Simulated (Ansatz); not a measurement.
**A hypothetical structure for TiVSi2Ge2**

Starting from a made-up structure for TiVSi2Ge2, the aim is the relaxed cell, its shortest contacts and, where a second run follows, its electronic structure.

Program: Ansatz 0.2.0. Level of theory: DFT, PBEsol, plane-wave PAW, files of the set soft_1, scalar-relativistic, ferromagnetic start, cell and ions relaxed at zero pressure; PAW set soft_1, in the first sound run; inputs show where later runs differ. Results are calculated unless marked as measured.

### Step 1. The starting structure

Symmetry: Amm2, No. 38, orthorhombic system. The conventional cell has a = 3.575 Å, b = 3.551 Å, c = 14.067 Å, α = 90.00°, β = 90.00°, γ = 90.00°. Nearest to Ge lie 4 Ge at 2.52 Å and 2 Ti at 2.67 Å and 2 V at 2.67 Å. Nearest to Ge lie 4 Ge at 2.52 Å and 2 Ti at 2.63 Å and 2 V at 2.72 Å. V has 6 Si at 2.63 to 2.89 Å and 4 Ge at 2.67 to 2.72 Å nearest. Ti has 4 Ge at 2.63 to 2.67 Å and 6 Si at 2.63 to 2.91 Å nearest. Si has 2 Si at 2.36 Å and 4 Ti at 2.63 Å and 2 V at 2.89 Å nearest. Nearest to Si lie 2 Si at 2.36 Å and 4 V at 2.63 Å and 2 Ti at 2.91 Å. Farther neighbours are not listed.

As a file:

```cif
data_structure
_symmetry_space_group_name_H-M 'P 1'
_symmetry_Int_Tables_number 1
_cell_length_a 3.5750
_cell_length_b 7.2541
_cell_length_c 7.2541
_cell_angle_alpha 28.335
_cell_angle_beta 90.000
_cell_angle_gamma 90.000
_cell_volume 89.29
loop_
_atom_site_label
_atom_site_type_symbol
_atom_site_fract_x
_atom_site_fract_y
_atom_site_fract_z
_atom_site_occupancy
Ge1 Ge 0.50000 0.74910 0.74910 1
Ge2 Ge 0.00000 0.25230 0.25230 1
V3 V 0.50000 0.10700 0.10700 1
Ti4 Ti 0.00000 0.89010 0.89010 1
Si5 Si 0.50000 0.44460 0.44460 1
Si6 Si 0.00000 0.55420 0.55420 1
```

### Step 2. Relaxation of the guess

The guess takes its coordinates from another compound and its volume from a rule, so the cell and any free coordinates are relaxed together.

The input, input.yaml:

```yaml
crystal:
  lattice:
    - [3.575, 0.0, 0.0]
    - [0.0, 1.7755, 7.0335]
    - [0.0, -1.7755, 7.0335]
  atoms:
    - { symbol: Ge, position: [0.5, 0.7491, 0.7491] }
    - { symbol: Ge, position: [0.0, 0.2523, 0.2523] }
    - { symbol: V, position: [0.5, 0.107, 0.107], spin: 2.0 }
    - { symbol: Ti, position: [0.0, 0.8901, 0.8901], spin: 1.0 }
    - { symbol: Si, position: [0.5, 0.4446, 0.4446] }
    - { symbol: Si, position: [0.0, 0.5542, 0.5542] }
magnetization:
  spin_polarized: true
kpoints:
  mp_grid: { grid: [8, 8, 8] }
scf:
  occupations: { method: fermi_dirac, width: 0.05 }
hamiltonian:
  xc: pbesol
  pseudopotentials: { kind: paw, azcp: { folder: soft_1 }, xc_functional: pbe }
relax:
  f_tol: 0.015
  max_steps: 70
  cell: {}
output:
  forces: true
  stress: true
```

Launch:

```bash
ansatz run input.yaml --threads 4 --pin off --max-ram 10240MiB --backend cpu --events-out ev --progress --plain --runs-dir out
```

Numbers of over 12 decimals in the logs are rounded to 6 here.

The program printed:

```text
basis.fft_grid_basis auto: the FFT boxes are laid along the combinations [[1, 0, 0], [0, 1, -1], [0, 0, 1]] of the cell's own vectors, 3.575, 3.551 and 7.254 Å long. The dense box has 24×24×50 points. Along the cell's own vectors, as sized, it would have 24×50×50, 2.08 times as many. Of the 4 symmetry operations that the crystal satisfies within crystal.symmetry.tolerance (time reversal apart; of a slab, those that k [...]
Engine: ansatz 0.2.0, aarch64-unknown-linux-gnu
Pseudopotentials: kind: paw
Pseudopotential: Ge, paw, valence charge 14, recommended cutoff 420 eV (normal), soft_1/Ge.paw.azcp
Pseudopotential: V, paw, valence charge 13, recommended cutoff 420 eV (normal), soft_1/V.paw.azcp
Pseudopotential: Ti, paw, valence charge 12, recommended cutoff 420 eV (normal), soft_1/Ti.paw.azcp
Pseudopotential: Si, paw, valence charge 4, recommended cutoff 420 eV (normal), soft_1/Si.paw.azcp
Functional definition: PBEsol
  exchange = pbesol_x
  correlation = pbesol_c
Crystal: 6 atoms, lattice volume = 89.289 Å³
Basis set: ecut = 420 eV, 1725 PW (Γ), FFT grids on a1, a2−a3, a3, exchange–correlation on 48×48×100 points (8 copies of the dense FFT grid, shifted against one another)
Bands: 39, of which v1, the nominal top of the filled ones, is band 31 counted from 1 (30 counted from 0)
Symmetry: 4 space group operations
Space group: Amm2 (ITA 38), of the structure as read, at distance tolerance 4.5e-5 Å
Magnetic group: BNS 38.187 (UNI 285), of the structure as read, at distance tolerance 4.5e-5 Å
k-points: 105 of 512 (time reversal used)
Non-local potential: Ge, projectors of the file, l = 0: 2, l = 1: 2, l = 2: 3, l = 3: 1
Non-local potential: V, projectors of the file, l = 0: 3, l = 1: 2, l = 2: 3, l = 3: 1
Non-local potential: Ti, projectors of the file, l = 0: 3, l = 1: 2, l = 2: 3, l = 3: 1
Non-local potential: Si, projectors of the file, l = 0: 2, l = 1: 2, l = 2: 1
PAW form: soft (Blöchl's): semilocal exchange-correlation on the pseudo side does not see the compensation charge
PAW frozen core: Ge, regenerated for the run's functional, and the local potential with it (the file was generated under x = pbe(κ = 0.804, μ = 0.219515), c = pbe(β = 0.066725))
PAW frozen core: V, regenerated for the run's functional, and the local potential with it (the file was generated under x = pbe(κ = 0.804, μ = 0.219515), c = pbe(β = 0.066725))
PAW frozen core: Ti, regenerated for the run's functional, and the local potential with it (the file was generated under x = pbe(κ = 0.804, μ = 0.219515), c = pbe(β = 0.066725))
PAW frozen core: Si, regenerated for the run's functional, and the local potential with it (the file was generated under x = pbe(κ = 0.804, μ = 0.219515), c = pbe(β = 0.066725))
PAW one-centre angular grid: Ge, 590 points (default); XC on 64 Gauss nodes
PAW one-centre angular grid: V, 590 points (default); XC on 64 Gauss nodes
PAW one-centre angular grid: Ti, 590 points (default); XC on 64 Gauss nodes
PAW one-centre angular grid: Si, 110 points (default); XC on 64 Gauss nodes
Initial density: superposition of atomic densities (chi_scale 0.1, normalization cell)
Starting moments: Σ|m| = 3 μB on 2 of 6 sites
Initial wavefunctions: pseudopotential atomic-orbital guess
Functional: x = pbesol(κ = 0.804, μ = 0.123457), c = pbesol(β = 0.046)
iter 1 solved again at ethr=2.86e-3 eV; its pass at ethr=3.10e-3 eV (dr2=1.75e0 eV) is discarded
SCF iter   1: F=—  HF=-15110.650589 eV  |F-HF|=—  |Δ(HF+E_count)|=         —  Δρ=4.23e-2 (↑4.23e-2 ↓1.82e-2)  dr2=1.77e0  dr2_m=4.79e-1  M=1.517 μB ∫|m|=1.946 μB  β_m=0.30  ethr=2.86e-3  ⟨swp⟩=1.0  Hψ=43022  notcnv=0
Mixer restart at iter 1: flushing history
preconditioner: auto → Kerker (q_TF=auto, 2.560 Å⁻¹)  [metal: Δε(μ)=0.019 eV  Ē_g=15.617 eV  σ=0.050 eV  W_gap=0.09  n_scr=30 (ndim 8)  ℏωp=26.4 eV  f_vac=0.000  D(μ)=2.71/eV (n_scr^D=18)]
spin=Collinear: Kerker preconditioning applied to the charge; magnetization (m = ρ↑ − ρ↓) channel mixes plain (no charge-response kernel on spin).
SCF iter   2: F=—  HF=-15110.171206 eV  |F-HF|=—  |Δ(HF+E_count)|=   4.79e-1  Δρ=2.50e-2 (↑2.50e-2 ↓1.75e-2)  dr2=5.93e-1  dr2_m=2.38e-1  M=1.456 μB ∫|m|=1.896 μB  β_m=0.50  ethr=2.86e-3  ⟨swp⟩=2.1  Hψ=10991  notcnv=0  defer=1
SCF iter   3: F=—  HF=-15110.789321 eV  |F-HF|=—  |Δ(HF+E_count)|=   6.18e-1  Δρ=1.36e-2 (↑8.18e-3 ↓1.36e-2)  dr2=2.90e-1  dr2_m=6.11e-2  M=1.273 μB ∫|m|=1.658 μB  β_m=0.75  ethr=9.72e-4  ⟨swp⟩=2.1  Hψ=11479  notcnv=0  defer=138
SCF iter   4: F=—  HF=-15111.167218 eV  |F-HF|=—  |Δ(HF+E_count)|=         —  Δρ=1.91e-2 (↑1.91e-2 ↓1.64e-2)  dr2=3.18e-2  dr2_m=2.49e-1  M=0.423 μB ∫|m|=0.670 μB  β_m=0.75  ethr=4.75e-4  ⟨swp⟩=2.9  Hψ=13648  notcnv=0  defer=220
Mixer restart at iter 4: flushing history
SCF iter   5: F=—  HF=-15111.180424 eV  |F-HF|=—  |Δ(HF+E_count)|=   1.32e-2  Δρ=1.08e-2 (↑1.08e-2 ↓9.71e-3)  dr2=5.30e-3  dr2_m=8.46e-2  M=0.238 μB ∫|m|=0.398 μB  β_m=0.88  ethr=5.21e-5  ⟨swp⟩=2.2  Hψ=17044  notcnv=0  defer=237
SCF iter   6: F=—  HF=-15111.179765 eV  |F-HF|=—  |Δ(HF+E_count)|=   6.60e-4  Δρ=2.14e-3 (↑2.14e-3 ↓1.78e-3)  dr2=4.96e-3  dr2_m=1.94e-3  M=0.034 μB ∫|m|=0.067 μB  β_m=0.80  ethr=8.68e-6  ⟨swp⟩=2.4  Hψ=16433  notcnv=0  defer=220
SCF iter   7: F=—  HF=-15111.177819 eV  |F-HF|=—  |Δ(HF+E_count)|=   1.95e-3  Δρ=6.92e-4 (↑5.29e-4 ↓6.92e-4)  dr2=7.75e-4  dr2_m=8.28e-5  M=0.006 μB ∫|m|=0.019 μB  β_m=0.86  ethr=8.12e-6  ⟨swp⟩=2.0  Hψ=16154  notcnv=0  defer=207
SCF iter   8: F=—  HF=-15111.178560 eV  |F-HF|=—  |Δ(HF+E_count)|=   7.41e-4  Δρ=2.50e-4 (↑2.50e-4 ↓2.13e-4)  dr2=9.22e-5  dr2_m=2.28e-5  M=0.004 μB ∫|m|=0.009 μB  β_m=0.88  ethr=1.27e-6  ⟨swp⟩=2.0  Hψ=15191  notcnv=0  defer=205
SCF iter   9: F=—  HF=-15111.178595 eV  |F-HF|=—  |Δ(HF+E_count)|=   3.53e-5  Δρ=1.61e-4 (↑8.12e-5 ↓1.61e-4)  dr2=8.07e-5  dr2_m=2.53e-6  M=0.001 μB ∫|m|=0.003 μB  β_m=0.86  ethr=1.51e-7  ⟨swp⟩=2.0  Hψ=14555  notcnv=0  defer=205
SCF iter  10: F=—  HF=-15111.178584 eV  |F-HF|=—  |Δ(HF+E_count)|=   1.15e-5  Δρ=3.68e-5 (↑2.76e-5 ↓3.68e-5)  dr2=2.13e-6  dr2_m=3.06e-7  M=-0.000 μB ∫|m|=0.001 μB  β_m=0.93  ethr=1.32e-7  ⟨swp⟩=2.7  Hψ=14507  notcnv=0  defer=205
SCF iter  11: F=—  HF=-15111.178586 eV  |F-HF|=—  |Δ(HF+E_count)|=   2.29e-6  Δρ=1.50e-5 (↑1.50e-5 ↓6.72e-6)  dr2=5.02e-7  dr2_m=3.82e-8  M=0.000 μB ∫|m|=0.000 μB  β_m=0.82  ethr=3.50e-9  ⟨swp⟩=2.0  Hψ=14382  notcnv=0  defer=202
SCF iter  12: F=—  HF=-15111.178586 eV  |F-HF|=—  |Δ(HF+E_count)|=   2.06e-7  Δρ=1.18e-5 (↑1.18e-5 ↓6.51e-6)  dr2=5.21e-7  dr2_m=7.11e-9  M=0.000 μB ∫|m|=0.000 μB  β_m=0.91  ethr=8.23e-10  ⟨swp⟩=2.0  Hψ=13516  notcnv=0  defer=202
[...]
relax step   5: F+E_penalty+E_count = -15111.43050614 eV  Δ(F+E_penalty+E_count) = -8.429e-5 eV  max|allowed force component| = 7.058e-3 eV/Å  Δτ_max = 0.0021 Å  P = -0.011 GPa  Ω = 85.868 Å³  energy of the carried Pulay correction = +1.121e-3 eV  (10 SCF iters, dr2 threshold 2.16e-8 eV, accepted)
Basis set: ecut = 420 eV, 1671 PW (Γ), FFT grids on a1, a2−a3, a3, exchange–correlation on 50×48×96 points (8 copies of the dense FFT grid, shifted against one another)
Initial wavefunctions: pseudopotential atomic-orbital guess (no wavefunctions were taken with the density)
iter 1 solved again at ethr=7.67e-7 eV; its pass at ethr=3.10e-3 eV (dr2=4.68e-4 eV) is discarded
SCF iter   1: F=—  HF=-15111.429640 eV  |F-HF|=—  |Δ(HF+E_count)|=         —  Δρ=8.44e-5 (↑8.44e-5 ↓8.44e-5)  dr2=2.76e-6  dr2_m=2.90e-12  M=0.000 μB ∫|m|=0.000 μB  β_m=0.65  ethr=7.67e-7  ⟨swp⟩=3.0  Hψ=53579  notcnv=0
preconditioner: auto → Kerker (q_TF=auto, 2.393 Å⁻¹)  [metal: Δε(μ)=0.003 eV  Ē_g=15.663 eV  σ=0.050 eV  W_gap=0.01  n_scr=18 (ndim 8)  ℏωp=26.9 eV  f_vac=0.000  D(μ)=3.44/eV (n_scr^D=30)]
spin=Collinear: Kerker preconditioning applied to the charge; magnetization (m = ρ↑ − ρ↓) channel mixes plain (no charge-response kernel on spin).
SCF iter   2: F=—  HF=-15111.429649 eV  |F-HF|=—  |Δ(HF+E_count)|=   8.31e-6  Δρ=3.04e-5 (↑3.04e-5 ↓3.04e-5)  dr2=2.69e-7  dr2_m=1.63e-12  M=0.000 μB ∫|m|=0.000 μB  β_m=0.55  ethr=4.52e-9  ⟨swp⟩=2.0  Hψ=13578  notcnv=0
SCF iter   3: F=—  HF=-15111.429650 eV  |F-HF|=—  |Δ(HF+E_count)|=   1.50e-6  Δρ=9.91e-6 (↑9.90e-6 ↓9.91e-6)  dr2=4.45e-8  dr2_m=7.15e-13  M=0.000 μB ∫|m|=0.000 μB  β_m=0.60  ethr=4.41e-10  ⟨swp⟩=2.0  Hψ=14189  notcnv=0
SCF iter   4: F=—  HF=-15111.429651 eV  |F-HF|=—  |Δ(HF+E_count)|=   5.22e-7  Δρ=5.09e-6 (↑5.07e-6 ↓5.09e-6)  dr2=7.41e-8  dr2_m=3.99e-13  M=0.000 μB ∫|m|=0.000 μB  β_m=0.80  ethr=7.30e-11  ⟨swp⟩=2.0  Hψ=14249  notcnv=0
SCF iter   5: F=—  HF=-15111.429651 eV  |F-HF|=—  |Δ(HF+E_count)|=   4.37e-7  Δρ=3.09e-6 (↑3.08e-6 ↓3.09e-6)  dr2=6.01e-8  dr2_m=8.87e-14  M=0.000 μB ∫|m|=0.000 μB  β_m=0.90  ethr=7.30e-11  ⟨swp⟩=2.0  Hψ=14770  notcnv=0
SCF iter   6: F=—  HF=-15111.429651 eV  |F-HF|=—  |Δ(HF+E_count)|=   7.73e-8  Δρ=1.23e-6 (↑1.23e-6 ↓1.23e-6)  dr2=9.86e-9  dr2_m=2.87e-14  M=0.000 μB ∫|m|=0.000 μB  β_m=0.86  ethr=7.30e-11  ⟨swp⟩=2.3  Hψ=14952  notcnv=0
SCF iter   7: F=—  HF=-15111.429651 eV  |F-HF|=—  |Δ(HF+E_count)|=   1.01e-8  Δρ=1.04e-6 (↑1.03e-6 ↓1.04e-6)  dr2=6.60e-9  dr2_m=3.18e-14  M=0.000 μB ∫|m|=0.000 μB  β_m=0.93  ethr=1.62e-11  ⟨swp⟩=2.3  Hψ=14950  notcnv=0
SCF iter   8: F=—  HF=-15111.429651 eV  |F-HF|=—  |Δ(HF+E_count)|=   1.08e-8  Δρ=3.60e-7 (↑3.57e-7 ↓3.60e-7)  dr2=8.02e-10  dr2_m=5.09e-15  M=0.000 μB ∫|m|=0.000 μB  β_m=0.96  ethr=1.08e-11  ⟨swp⟩=2.0  Hψ=14456  notcnv=0
SCF iter   9: F=—  HF=-15111.429645 eV  |F-HF|=—  |Δ(HF+E_count)|=   5.70e-6  Δρ=2.18e-7 (↑2.17e-7 ↓2.18e-7)  dr2=2.07e-10  dr2_m=5.53e-16  M=0.000 μB ∫|m|=0.000 μB  β_m=0.98  ethr=1.32e-12  ⟨swp⟩=2.0  Hψ=14882  notcnv=0
SCF iter  10: F=—  HF=-15111.429645 eV  |F-HF|=—  |Δ(HF+E_count)|=  2.69e-10  Δρ=8.84e-8 (↑8.84e-8 ↓8.82e-8)  dr2=5.70e-11  dr2_m=5.16e-16  M=0.000 μB ∫|m|=0.000 μB  β_m=0.99  ethr=1.00e-12  ⟨swp⟩=2.0  Hψ=9552  notcnv=0
SCF iter  11: F=-15111.429645 eV  HF=-15111.429645 eV  |F-HF|=5.46e-12  |Δ(HF+E_count)|=  5.46e-11  Δρ=3.76e-8 (↑3.76e-8 ↓3.71e-8)  dr2=1.08e-11  dr2_m=8.57e-17  M=0.000 μB ∫|m|=0.000 μB  ethr=1.00e-12  ⟨swp⟩=2.9  Hψ=24724  notcnv=0
the starting moments were not kept: the SCF closed with an absolute magnetisation of 3.8e-8 μB, where they sum to 3 μB in size (2 sites). That is at most 0.1 of that sum. Measured as dr2_m measures the in/out step, that magnetisation stands 7.4e-16 eV from none, at or under the dr2_threshold of 6.0e-11 eV: it is no larger than a step whose dr2_m would equal this threshold.
SCF 6 converged in 11 iterations: F = -15111.429645 eV  dr2 = 1.08e-11
relax step   6: F+E_penalty+E_count = -15111.42964548 eV  Δ(F+E_penalty+E_count) = +8.607e-4 eV  max|allowed force component| = 7.246e-3 eV/Å  Δτ_max = 0.0000 Å  P = -0.007 GPa  Ω = 85.868 Å³  stress off target by 2.83e-2 GPa  SCF on the basis re-selected at this cell (its energy is not comparable with the rows above)  (11 SCF iters)
basis re-selected at this cell: Δ(F+E_penalty+E_count) = +8.607e-4 eV, ΔP = +0.004 GPa vs the last step (what re-selecting the basis moved, of the pressure what is left beyond the Pulay correction that the steps carried, after the strain that the cell walked since its last selection, with what the two solves' SCF thresholds leave and, on support functions, any second-order correction that the steps lacked; it is no measure of the basis error at this ecutwfc). The dense FFT grid was sized anew with the basis: this SCF ran on 25×24×48 points, the steps before it on 24×24×50, so part of this shift can come from that change (see relax.cell in the input reference). [rest of the remark cut]
SCF converged after 11 iterations
Magnetization: 0.0000 μB (30.5000 up, 30.5000 down)
Absolute magnetization: 0.0000 μB (∫|ρ↑−ρ↓|, with the PAW one-centre terms)
Spin contamination: 0.0000 ħ² per cell (⟨S²⟩ above its minimum at these occupations)
Per-site moments (μB) at R_I (Å): [(-2.345550240080806e-10, 1.047029), (-3.6151370973224795e-10, 1.047029), (2.8785974858489755e-8, 1.068806), (-2.695324965594959e-10, 1.076596), (-2.0766347822997918e-10, 0.982444), (-8.440566431160774e-10, 0.982444)]
Free energy (F): -15111.429645 eV
Harris-Foulkes:  -15111.429645 eV  (|F-HF|=5.46e-12)
Internal energy: -15111.401379 eV  (E = F + TS)
E sigma→0 (E₀):  -15111.415512 eV
Entropy (-TS):   -0.028266 eV (-4.711 meV/atom)
Fermi energy:    14.431564 eV
--- Per-component energies (eV) ---
  E_band       = -418.920214
  E_kinetic    = 855.337275
  E_local      = -6618.605158  (includes V_loc(G=0)·N_el)
  E_nonlocal   = 632.474124
  E_hartree    = 3106.043963
  E_xc         = -490.333651
  E_vxc        = -525.032648  (∫ρ·V_xc dr)
  E_paw        = -7058.609810  (= ΣΔE_a)
  E_vpaw       = -975.182888  (= ΣTr[D̂ρ^β])
  E_aug_tail   = 0.001093  (compensation charges beyond the density's cutoff)
  E_ewald      = -5539.897275
  E_core_change = 2.188061  (= ΣΔE_core)
  E_smearing   = -0.028266  (= −TS)
  E_closure    = -0.000000  (closes the sum)
  Σ components = -15111.429645   (vs F -15111.429645, Δ=0.00e0)
--- Forces (eV/Å), atoms counted from 1 ---
  atom   1  Ge     0.00000000     0.00000000     0.00724587
  atom   2  Ge     0.00000000     0.00000000    -0.00634645
  atom   3  V      0.00000000     0.00000000    -0.00173134
  atom   4  Ti    -0.00000000     0.00000000    -0.00011596
  atom   5  Si    -0.00000000     0.00000000    -0.00246495
  atom   6  Si     0.00000000     0.00000000     0.00341267
  max |Σ_I F_I| component: 1.69e-7 eV/Å
--- Stress (GPa, compression-positive) ---
       -0.028313      -0.000000      -0.000000
       -0.000000       0.007974       0.000000
       -0.000000       0.000000      -0.001205
  P = ⅓ Tr σ = -0.0072 GPa (-0.072 kbar)
--- Relaxed structure (5 steps of the walk, 5 accepted, 1 SCFs on fresh bases) ---
  F+E_penalty+E_count = -15111.42964548 eV   max|allowed force component| = 7.246e-3 eV/Å   (the final SCF, on the basis selected at the relaxed cell)
  cell:  # Å, volume = 85.8685 Å³
    - [3.642385, 8.368802207603658e-19, 6.599425196416445e-18]
    - [1.3399423203064353e-17, 1.768013, 6.667030]
    - [1.2568161199170632e-17, -1.768013, 6.667030]
  atoms:
    - { symbol: Ge, position: [0.5, 0.747156, 0.747156] }
    - { symbol: Ge, position: [1.3013684971481999e-18, 0.246342, 0.246342] }
    - { symbol: V, position: [0.5, 0.099170, 0.099170] }
    - { symbol: Ti, position: [-2.0459019444727794e-18, 0.899467, 0.899467] }
    - { symbol: Si, position: [0.5, 0.445030, 0.445030] }
    - { symbol: Si, position: [-1.2964684093859737e-18, 0.560135, 0.560135] }
```

The job ended after 2.8 min (4 threads of Arm Neoverse V1, shared host; peak memory 0.81 GiB).

The steps of the relaxation:

```csv
step,energy less that of the first step (eV),largest force component (eV/Å),pressure (GPa),volume (Å³)
1,0.0000,1.1993,-2.88,89.29
2,-0.2424,0.1973,1.33,85.23
3,-0.2512,0.0544,0.47,85.58
4,-0.2518,0.0186,-0.05,85.90
5,-0.2519,0.0071,-0.01,85.87
6*,-0.2511,0.0072,-0.01,85.87
```

Relaxation steps marked * repeat the geometry before them on a plane-wave basis chosen anew for their cell, so energy and pressure can jump there.

Forces are held to the 4 operations that the run works with; a distortion that breaks them can't arise in this run.

```csv
"conventional cell, symmetrised",before,after,change
a (Å),3.575,3.642,+1.9 %
b (Å),3.551,3.536,-0.4 %
c (Å),14.067,13.334,-5.2 %
volume (Å³/atom),14.88,14.31,-3.8 %
```

The atoms that moved most (Å, as changes of fractional coordinates times the final cell):

```csv
atom,dx,dy,dz,length
Ti4,0.000,0.000,0.125,0.125
V3,0.000,0.000,-0.104,0.104
Ge2,0.000,0.000,-0.079,0.079
Si6,0.000,0.000,0.079,0.079
Ge1,0.000,0.000,-0.026,0.026
Si5,0.000,0.000,0.006,0.006
```

The relaxed structure:

```xyz
6
Lattice="3.6424 0.0000 0.0000 0.0000 1.7680 6.6670 0.0000 -1.7680 6.6670" Properties=species:S:1:pos:R:3 pbc="T T T"
Ge    1.8212    0.0000    9.9626
Ge    0.0000    0.0000    3.2847
V     1.8212    0.0000    1.3223
Ti    0.0000    0.0000   11.9935
Si    1.8212    0.0000    5.9341
Si    0.0000    0.0000    7.4689
```

Numbers from this step:

```
free energy             : -15111.4296 eV
energy at zero smearing : -15111.4155 eV
smearing term TS        : 0.02827 eV
Fermi energy            : 14.43 eV
electrons               : 61
symmetry operations     : 4
pressure                : -0.007181 GPa
```

The shortest distance of each pair, which need not be the same contact before and after:

```csv
pair,guess (Å),relaxed (Å)
Si–Si,2.361,2.382
Ge–Ge,2.520,2.538
Si–V,2.627,2.591
Si–Ti,2.633,2.610
Ge–V,2.674,2.649
```

The relaxation ends with a largest force component of 0.0072 eV/Å and a pressure of -0.01 GPa. The starting moments have collapsed: the run ends non-magnetic.

(Part 1 of 2 ends here.)

[Logs are printed without paths, hosts, clocks, repeated set-up lines and the standing remarks that a program may print on its own settings, such as how far it seeks lower states.]

[Hosts, paths, dates, database ids (printed as entryN), source tags and the programs' standing remarks are cut or masked in the printed files.]
